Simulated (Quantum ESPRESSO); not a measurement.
# Projected density of states of magnetic InNi2SbO6

Where do the states of the two spins of InNi2SbO6 lie?

Method: LDA with U = 6 eV on Ni d (ortho-atomic projectors); plane waves with GBRV 1.5 LDA potentials, no spin-orbit coupling, in Quantum ESPRESSO 7.5.

## Step 1: The starting structure

Symmetry: R3, No. 146, trigonal system. Conventional cell: a = 5.286 Å, b = 5.286 Å, c = 14.240 Å, α = 90.00°, β = 90.00°, γ = 120.00°. In has 6 O at 2.13 to 2.29 Å nearest. Nearest to Ni lie 6 O at 2.05 to 2.15 Å. Nearest to Ni lie 6 O at 2.08 to 2.16 Å. Nearest to Sb lie 6 O at 2.00 to 2.06 Å. O has 1 Sb at 2.00 Å and 2 Ni at 2.08 to 2.15 Å and 1 In at 2.29 Å nearest. Nearest to O lie 2 Ni at 2.05 to 2.16 Å and 1 Sb at 2.06 Å and 1 In at 2.13 Å. Farther neighbours and most contacts between anions are not listed.

The cell comes from Materials Project 2023-11-01, a database of computed structures, and need not be the stable phase.

## Step 2: The magnetic state

This state came out lowest in a comparison of starts that is told elsewhere.

Contents of pw.in:

```
&CONTROL
  calculation = 'scf'
  prefix = 'pwscf'
  outdir = './tmp'
  pseudo_dir = './pseudo'
  disk_io = 'low'
/
&SYSTEM
  ibrav = 0
  celldm(1) = 8
  nat = 10
  ntyp = 5
  ecutwfc = 40
  ecutrho = 280
  nbnd = 68
  occupations = 'smearing'
  smearing = 'fd'
  degauss = 0.00367493
  nspin = 2
  starting_magnetization(1) = 0
  starting_magnetization(2) = 0.1111
  starting_magnetization(3) = -0.1111
  starting_magnetization(4) = 0
  starting_magnetization(5) = 0
/
&ELECTRONS
  conv_thr = 2d-08
  electron_maxstep = 150
  mixing_beta = 0.3
/
ATOMIC_SPECIES
In    114.8180 in_lda_v1.4.uspp.F.UPF
Ni1    58.6934 ni_lda_v1.4.uspp.F.UPF
Ni2    58.6934 ni_lda_v1.4.uspp.F.UPF
Sb    121.7600 sb_lda_v1.4.uspp.F.UPF
O      15.9990 o_lda_v1.2.uspp.F.UPF
CELL_PARAMETERS alat
   0.6243546544384    0.3604713278128    1.1212377622045
  -0.6243546544384    0.3604713278128    1.1212377622045
   0.0000000000000   -0.7209426556257    1.1212377622045
ATOMIC_POSITIONS crystal
In      0.2056830000    0.2056830000    0.2056830000
Ni1     0.9983680000    0.9983680000    0.9983680000
Ni2     0.4931743300    0.4931743300    0.4931743300
Sb      0.6959510000    0.6959510000    0.6959510000
O       0.7864580000    0.0838620000    0.4128670000
O       0.0838620000    0.4128670000    0.7864580000
O       0.4128670000    0.7864580000    0.0838620000
O       0.3021400000    0.8828500000    0.6150450000
O       0.8828500000    0.6150450000    0.3021400000
O       0.6150450000    0.3021400000    0.8828500000
K_POINTS automatic
6 6 6 0 0 0
HUBBARD {ortho-atomic}
U Ni1-3d 6.0000
U Ni2-3d 6.0000
```

On the command line:

```bash
$ OMP_NUM_THREADS=1 mpirun -n 4 pw.x -nk 4 -in pw.in > pw.out
```

What it wrote:

```text
Program PWSCF v.7.5 starts

     Message from routine setup:
     using ibrav=0 with symmetry is DISCOURAGED, use correct ibrav instead

     K-points division:     npool     =       4
     Subspace diagonalization in iterative solution of the eigenvalue problem:

     bravais-lattice index     =            0
     lattice parameter (alat)  =       8.0000  a.u.
     unit-cell volume          =     775.2129 (a.u.)^3
     number of atoms/cell      =           10
     number of atomic types    =            5
     number of electrons       =       100.00
     number of Kohn-Sham states=           68
     kinetic-energy cutoff     =      40.0000  Ry
     charge density cutoff     =     280.0000  Ry
     scf convergence threshold =      2.0E-08
     mixing beta               =       0.3000
     number of iterations used =            8  plain     mixing
     Exchange-correlation= SLA  PZ   NOGX NOGC
                           (   1   1   0   0   0   0   0)
     Hubbard projectors: ortho-atomic
     Hubbard parameters of DFT+U (Dudarev formulation) in eV:
     U(Ni1-3d) =  6.0000
     U(Ni2-3d) =  6.0000

     Internal variables: lda_plus_u =T, lda_plus_u_kind = 0

     Internal variables: orbital_resolved =F, hub_pot_fix =F, apply_U = F

     celldm(1)=   8.000000  celldm(2)=   0.000000  celldm(3)=   0.000000
     celldm(4)=   0.000000  celldm(5)=   0.000000  celldm(6)=   0.000000

     crystal axes: (cart. coord. in units of alat)
               a(1) = (   0.624355   0.360471   1.121238 )
               a(2) = (  -0.624355   0.360471   1.121238 )
               a(3) = (   0.000000  -0.720943   1.121238 )

     reciprocal axes: (cart. coord. in units 2 pi/alat)
               b(1) = (  0.800827  0.462358  0.297290 )
               b(2) = ( -0.800827  0.462358  0.297290 )
               b(3) = (  0.000000 -0.924715  0.297290 )

     PseudoPot. # 1 for In read from file:
     in_lda_v1.4.uspp.F.UPF
     Pseudo is Ultrasoft + core correction, Zval = 13.0

     PseudoPot. # 2 for Ni read from file:
     ni_lda_v1.4.uspp.F.UPF
     Pseudo is Ultrasoft + core correction, Zval = 18.0

     PseudoPot. # 3 for Ni read from file:
     ni_lda_v1.4.uspp.F.UPF
     Pseudo is Ultrasoft + core correction, Zval = 18.0

     PseudoPot. # 4 for Sb read from file:
     sb_lda_v1.4.uspp.F.UPF
     Pseudo is Ultrasoft + core correction, Zval = 15.0

     PseudoPot. # 5 for O  read from file:
     o_lda_v1.2.uspp.F.UPF
     Pseudo is Ultrasoft + core correction, Zval =  6.0

     atomic species   valence    mass     pseudopotential
     In               13.00   114.81800     In( 1.00)
     Ni1              18.00    58.69340     Ni( 1.00)
     Ni2              18.00    58.69340     Ni( 1.00)
     Sb               15.00   121.76000     Sb( 1.00)
     O                 6.00    15.99900     O ( 1.00)

     Starting magnetic structure
     atomic species   magnetization
     In              0.000
     Ni1             0.111
     Ni2            -0.111
     Sb              0.000
     O               0.000

      3 Sym. Ops. (no inversion) found

   Cartesian axes

     site n.     atom                  positions (alat units)
         1        In     tau(   1) = (  -0.0000000  -0.0000000   0.6918586  )
         2        Ni1    tau(   2) = (  -0.0000000  -0.0000000   3.3582237  )
         3        Ni2    tau(   3) = (  -0.0000000  -0.0000000   1.6588970  )
         4        Sb     tau(   4) = (   0.0000000  -0.0000000   2.3409796  )
         5        O      tau(   5) = (   0.4386691   0.0160720   1.4387577  )
         6        O      tau(   6) = (  -0.2054158  -0.3879346   1.4387577  )
         7        O      tau(   7) = (  -0.2332533   0.3718626   1.4387577  )
         8        O      tau(   8) = (  -0.3625690  -0.0162573   2.0182672  )
         9        O      tau(   9) = (   0.1672053   0.3221226   2.0182672  )
        10        O      tau(  10) = (   0.1953637  -0.3058653   2.0182672  )

     number of k points=    40  Fermi-Dirac smearing, width (Ry)=  0.0037
                       cart. coord. in units 2pi/alat
        k(    1) = (   0.0000000   0.0000000   0.0000000), wk =   0.0046296
        k(    2) = (   0.0000000  -0.1541192   0.0495484), wk =   0.0277778
        k(    3) = (   0.0000000  -0.3082384   0.0990968), wk =   0.0277778
        k(    4) = (   0.0000000   0.4623576  -0.1486452), wk =   0.0138889
        k(    5) = (  -0.1334711  -0.0770596   0.0990968), wk =   0.0277778
        [... 35 further k-points ...]

     Dense  grid:    61349 G-vectors     FFT dimensions: (  60,  60,  60)

     Smooth grid:    26491 G-vectors     FFT dimensions: (  45,  45,  45)

     Check: negative core charge=   -0.000007
     Generating pointlists ...
     new r_m :   0.2073 (alat units)  1.6584 (a.u.) for type    1
     new r_m :   0.1999 (alat units)  1.5992 (a.u.) for type    2
     new r_m :   0.2026 (alat units)  1.6205 (a.u.) for type    3
     new r_m :   0.1953 (alat units)  1.5627 (a.u.) for type    4
     new r_m :   0.1953 (alat units)  1.5627 (a.u.) for type    5

     Initial potential from superposition of free atoms

     starting charge      93.5000, renormalised to     100.0000

     STARTING HUBBARD OCCUPATIONS:

     =================== HUBBARD OCCUPATIONS ===================
     ------------------------ ATOM    2 ------------------------
     Tr[ns(  2)] (up, down, total) =   5.00000  3.00000  8.00000
     Atomic magnetic moment for atom   2 =   2.00000
     [... lines left out ...]
     ------------------------ ATOM    3 ------------------------
     Tr[ns(  3)] (up, down, total) =   3.00000  5.00000  8.00000
     Atomic magnetic moment for atom   3 =  -2.00000
     [... lines left out ...]
     Number of occupied Hubbard levels =   16.0000

     Atomic wfc used for Hubbard projectors are orthogonalized

     Starting wfcs are   68 randomized atomic wfcs

     Self-consistent Calculation

     iteration #  1     ecut=    40.00 Ry     beta= 0.30
     Davidson diagonalization with overlap
     ethr =  1.00E-02,  avg # of iterations =  5.0

     =================== HUBBARD OCCUPATIONS ===================
     ------------------------ ATOM    2 ------------------------
     Tr[ns(  2)] (up, down, total) =   2.48684  0.29580  2.78264
     Atomic magnetic moment for atom   2 =   2.19104
     [... lines left out ...]
     ------------------------ ATOM    3 ------------------------
     Tr[ns(  3)] (up, down, total) =   0.30484  2.74239  3.04723
     Atomic magnetic moment for atom   3 =  -2.43755
     [... lines left out ...]
     Number of occupied Hubbard levels =    5.8299

     total energy              =   -1174.38803687 Ry
     estimated scf accuracy    <      67.26674018 Ry

     total magnetization       =    -0.27 Bohr mag/cell
     absolute magnetization    =     5.29 Bohr mag/cell

     iteration #  2     ecut=    40.00 Ry     beta= 0.30
     Davidson diagonalization with overlap
     ethr =  1.00E-02,  avg # of iterations =  3.0

     total energy              =   -1195.40236518 Ry
     estimated scf accuracy    <      40.97886111 Ry

     total magnetization       =     0.00 Bohr mag/cell
     absolute magnetization    =     0.30 Bohr mag/cell

     [... further iterations left out ...]

     iteration # 21     ecut=    40.00 Ry     beta= 0.30
     Davidson diagonalization with overlap
     ethr =  3.26E-11,  avg # of iterations =  1.0

     total energy              =   -1197.53961622 Ry
     estimated scf accuracy    <       0.00000002 Ry

     total magnetization       =    -0.00 Bohr mag/cell
     absolute magnetization    =     3.77 Bohr mag/cell

     iteration # 22     ecut=    40.00 Ry     beta= 0.30
     Davidson diagonalization with overlap
     ethr =  2.37E-11,  avg # of iterations =  1.8

     Magnetic moment per site  (integrated on atomic sphere of radius R)
     atom   1 (R=0.207)  charge=  9.2992  magn=  0.0012
     atom   2 (R=0.200)  charge= 15.5248  magn=  1.6623
     atom   3 (R=0.203)  charge= 15.5709  magn= -1.6713
     atom   4 (R=0.195)  charge= 10.0987  magn= -0.0012
     atom   5 (R=0.195)  charge=  5.4617  magn=  0.0064
     atom   6 (R=0.195)  charge=  5.4617  magn=  0.0064
     atom   7 (R=0.195)  charge=  5.4617  magn=  0.0064
     atom   8 (R=0.195)  charge=  5.4801  magn= -0.0043
     atom   9 (R=0.195)  charge=  5.4801  magn= -0.0043
     atom  10 (R=0.195)  charge=  5.4801  magn= -0.0043

     End of self-consistent calculation

     =================== HUBBARD OCCUPATIONS ===================
     ------------------------ ATOM    2 ------------------------
     Tr[ns(  2)] (up, down, total) =   4.97160  3.27746  8.24906
     Atomic magnetic moment for atom   2 =   1.69415
     [... lines left out ...]
     ------------------------ ATOM    3 ------------------------
     Tr[ns(  3)] (up, down, total) =   3.26936  4.97304  8.24240
     Atomic magnetic moment for atom   3 =  -1.70368
     [... lines left out ...]
     Number of occupied Hubbard levels =   16.4915

     [... lines left out ...]
     the Fermi energy is     9.9575 ev

!    total energy              =   -1197.53961634 Ry
     estimated scf accuracy    <          9.8E-09 Ry
     smearing contrib. (-TS)   =      -0.00000001 Ry
     internal energy E=F+TS    =   -1197.53961633 Ry

     The total energy is F=E-TS. E is the sum of the following terms:
     one-electron contribution =    -673.37431123 Ry
     hartree contribution      =     399.26971553 Ry
     xc contribution           =    -193.98274536 Ry
     ewald contribution        =    -729.59168876 Ry
     Hubbard energy            =       0.13941349 Ry

     total magnetization       =    -0.00 Bohr mag/cell
     absolute magnetization    =     3.77 Bohr mag/cell

     convergence has been achieved in  22 iterations

=------------------------------------------------------------------------------=
   JOB DONE.
=------------------------------------------------------------------------------=
```

Elapsed: 3.7 min, on 4 MPI ranks of Arm Neoverse V2, shared host; peak memory 1 GiB; 15 min of CPU time.

Spin moment in the atom's sphere by atom:

| atom | spin moment in the atom's sphere (μB) |
| --- | --- |
| In1 | 0.00 |
| Ni2 | 1.66 |
| Ni3 | -1.67 |
| Sb4 | 0.00 |
| O5 | 0.01 |
| O6 | 0.01 |
| O7 | 0.01 |
| O8 | 0.00 |
| O9 | 0.00 |
| O10 | 0.00 |

Read from the output:

* smearing term TS: 1.01e-7 eV
* magnetization: 0 μB
* absolute magnetization: 3.768 μB
* final state: antiferromagnetic

(Part 1 of 2 ends here.)

[Logs and program files are shortened in this print: banners, set-up blocks, solver, clock and traceback lines can be left out without a mark of their own.]

[Logs are printed without paths, hosts, clocks, repeated set-up lines and the standing remarks that a program may print on its own settings, such as how far it seeks lower states.]

[Hosts, paths, dates, database ids (printed as entryN), source tags and the programs' standing remarks are cut or masked in the printed files.]

[Where a cell is said to come from a database of computed structures, the database is the Materials Project.]
